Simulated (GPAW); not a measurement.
# Ballistic transport through a Pb chain with two Li atoms in line, from relaxation to T(E), part 3 of 3

Aim: the conductance of a Pb chain with two Li atoms in line after relaxation, and whether geometry, basis or functional moves it most.

GPAW 26.7.0; GPAW LCAO, PAW setups; relaxation of the junction within the symmetry of its start, lead ends held (the session's first sound run).

So far, transmission at the Fermi level (one spin): step 3 (double-zeta polarised basis, PBE, GPAW) 0.981; step 4 (basis szp(dzp), PBE, GPAW) 0.982; step 5 (basis sz(dzp), PBE, GPAW) 0.999; step 6 (LDA) 0.997; step 7 (without the relaxation: geometry = "as built", PBE, GPAW) 0.990.

### Step 9. Comparison (continued)

Ladder, by row:

```
   step  code  T at the Fermi level (sum over the listed spins)  conductance (G0)  r.m.s. T(E) from the first  wall time (s)  peak memory (GiB)  threads
    dzp  GPAW                                            0.9814            0.9393                           0          54.25               1.32        1
    szp  GPAW                                            0.9823            0.9412                     0.01051          43.78               1.27        1
     sz  GPAW                                            0.9987            0.9924                      0.3548          28.32               1.19        1
dzp-LDA  GPAW                                            0.9974             0.946                     0.02248          44.41               1.32        1
asbuilt  GPAW                                            0.9895            0.9531                     0.02248          52.45               1.31        1
```

Table of transmission, zone mean, sum over the listed spins by energy, zero at the Fermi level:

```
energy (eV)      dzp      szp       sz  dzp-LDA  asbuilt
     -2.000   4.0e-4   3.5e-4  0.00513   2.6e-4   4.3e-4
     -1.800   8.0e-4   7.4e-4  0.00931   5.5e-4   9.1e-4
     -1.600  0.00147  0.00138   0.0159  0.00106  0.00172
     -1.400  0.00266  0.00252   0.0269  0.00196  0.00320
     -1.200  0.00492  0.00472   0.0466  0.00373  0.00606
     -1.000  0.00958  0.00931   0.0840  0.00744   0.0120
     -0.800   0.0202   0.0199    0.158   0.0160   0.0255
     -0.600   0.0483   0.0480    0.305   0.0388   0.0603
     -0.400    0.139    0.139    0.569    0.113    0.168
     -0.200    0.499    0.503    0.879    0.418    0.546
     -0.025    0.999    0.999    0.998    0.989    0.999
      0.000    0.981    0.982    0.999    0.997    0.990
      0.200    0.509    0.521    0.912    0.534    0.569
      0.400    0.280    0.292    0.782    0.284    0.320
      0.600    0.193    0.205    0.683    0.192    0.218
      0.800    0.157    0.167    0.621    0.161    0.173
      1.000    0.138    0.151    0.589    0.135    0.146
      1.200    0.134    0.147    0.581    0.129    0.136
      1.400    0.137    0.153    0.593    0.132    0.134
      1.600    0.148    0.166    0.623    0.142    0.138
      1.800    0.167    0.188    0.671    0.160    0.148
      2.000    0.194    0.219    0.733    0.186    0.164
```

### Step 10. Other settings

One more run, with changed settings.

This step: GPAW LCAO, PAW setups; Landauer transmission from Green's functions with principal layers (ASE), zero bias (GPAW 26.7.0).

Input file run.py:

```python
import json
import numpy as np
from ase import Atoms
from ase.transport.calculators import TransportCalculator
from gpaw import GPAW, FermiDirac
from gpaw.lcao.tools import get_lcao_hamiltonian
from scipy.linalg import eigh

# The junction with lead layers at both ends, along the third cell vector
device = Atoms(
    ['Pb', 'Pb', 'Pb', 'Pb', 'Pb', 'Pb', 'Li', 'Li', 'Pb', 'Pb', 'Pb', 'Pb', 'Pb', 'Pb'],
    positions=[
        [4.50000, 4.50000, 1.45000],
        [4.50000, 4.50000, 4.35000],
        [4.50000, 4.50000, 7.25000],
        [4.50000, 4.50000, 10.15000],
        [4.50000, 4.50000, 13.05000],
        [4.50000, 4.50000, 15.85125],
        [4.50000, 4.50000, 18.71731],
        [4.50000, 4.50000, 21.73969],
        [4.50000, 4.50000, 24.60575],
        [4.50000, 4.50000, 27.40700],
        [4.50000, 4.50000, 30.30700],
        [4.50000, 4.50000, 33.20700],
        [4.50000, 4.50000, 36.10700],
        [4.50000, 4.50000, 39.00700]],
    cell=[[9.0, 0.0, 0.0], [0.0, 9.0, 0.0], [0.0, 0.0, 40.457]],
    pbc=True)

# One principal layer of the lead: the first 3 atoms of the device
lead = Atoms(
    ['Pb', 'Pb', 'Pb'],
    positions=[
        [4.50000, 4.50000, 1.45000],
        [4.50000, 4.50000, 4.35000],
        [4.50000, 4.50000, 7.25000]],
    cell=[[9.0, 0.0, 0.0], [0.0, 9.0, 0.0], [0.0, 0.0, 8.7]],
    pbc=True)

settings = dict(mode='lcao', basis='cc-pVDZ', xc='PBE', h=0.2,
                occupations=FermiDirac(0.1), maxiter=50,
                mixer=dict(beta=0.1, nmaxold=8, weight=100.0),
                convergence=dict(density=0.0001))
energies = np.arange(-2, 2 + 1e-9, 0.025)
eta = 0.0001
n1, n2 = 1, 1
# k and -k transmit alike, so half of the mesh across the current serves
mesh = [(i, j) for i in range(n1) for j in range(n2) if (i, j) <= (-i % n1, -j % n2)]
weights = np.array([1 if (i, j) == (-i % n1, -j % n2) else 2 for i, j in mesh]) / (n1 * n2)

# [... helper functions left out ...]
fermi_lead = ground_state(lead, (1, 1, 13), 'lead.txt')
fermi_device = ground_state(device, (1, 1, 2), 'device.txt')
# [... loop over the mesh left out, but for ...]
        # Shift the lead onto the potential of the device's first layer
        shift = ((H[:, 0, 0] - H0[:, 0, 0]) / S0[0, 0]).real.mean()
# [...]
kT = 8.617333e-5 * 300
bias = [0.1, 0.2, 0.5, 1.0, 1.5, 2.0]
# [... integrals and printing left out ...]
```

Run with:

```bash
OMP_NUM_THREADS=1 OPENBLAS_NUM_THREADS=1 python run.py
```

The log of the run:

```text
FileNotFoundError: Could not find required basis set file "Pb.cc-pVDZ.basis".
```

Elapsed: 0.51 s, on 1 thread of Arm Neoverse V2, shared host; peak memory 0.12 GiB.

The program refused the input before any cycle.

The program's message: “FileNotFoundError: Could not find required basis set file "Pb.cc-pVDZ.basis".”

The change that led to it: basis = "cc-pVDZ".

### Step 11. Summary of results

```
conductance                                        : 0.939 G₀
transmission at the Fermi level, mean of the spins : 0.981
thermopower                                        : 5.80 μV/K
open channels of the lead there                    : 3
```

In words: In the dzp basis the junction conducts 0.939 G₀ at 300 K, with T = 0.981 a spin at the Fermi level; the sz basis reaches that conductance within 10 %. Relaxation moved atoms by up to 0.099 Å and took the conductance from 0.953 to 0.939 G₀, as a ratio a smaller change than the step from dzp to the minimal basis. The scatterer reflects about 67 % of the incoming channels at the Fermi level. At the Fermi level one eigenchannel carries the current (0.98). The positive thermopower says that the thermally weighted transmission is larger below the Fermi level, as for hole-like transport. Measured against the first run (dzp), the nearest curve is that of szp (r.m.s. 0.011) and the farthest that of sz (0.35). Over the compared runs wall time goes from 28 s (sz) to 54 s (dzp), on a shared host. The leads kept an estimated spacing and the cell its length, so the junction may be under some tension or compression. The geometry comes from the orbital basis, which tends to overbind, and kept the symmetry of the start, so a structure of lower symmetry may lie lower. Spin-orbit coupling is left out, which matters for the heavy atoms here. An evenly spaced straight chain is an idealisation: free chains tend to dimerise, zigzag or, where a band edge lies near the Fermi level, turn magnetic. The currents use the zero-bias T(E) throughout, which holds only while the bias is small against the distance to the nearest feature.

[Logs are printed without paths, hosts, clocks, repeated set-up lines and the standing remarks that a program may print on its own settings, such as how far it seeks lower states.]

[Hosts, paths, dates, database ids (printed as entryN), source tags and the programs' standing remarks are cut or masked in the printed files.]
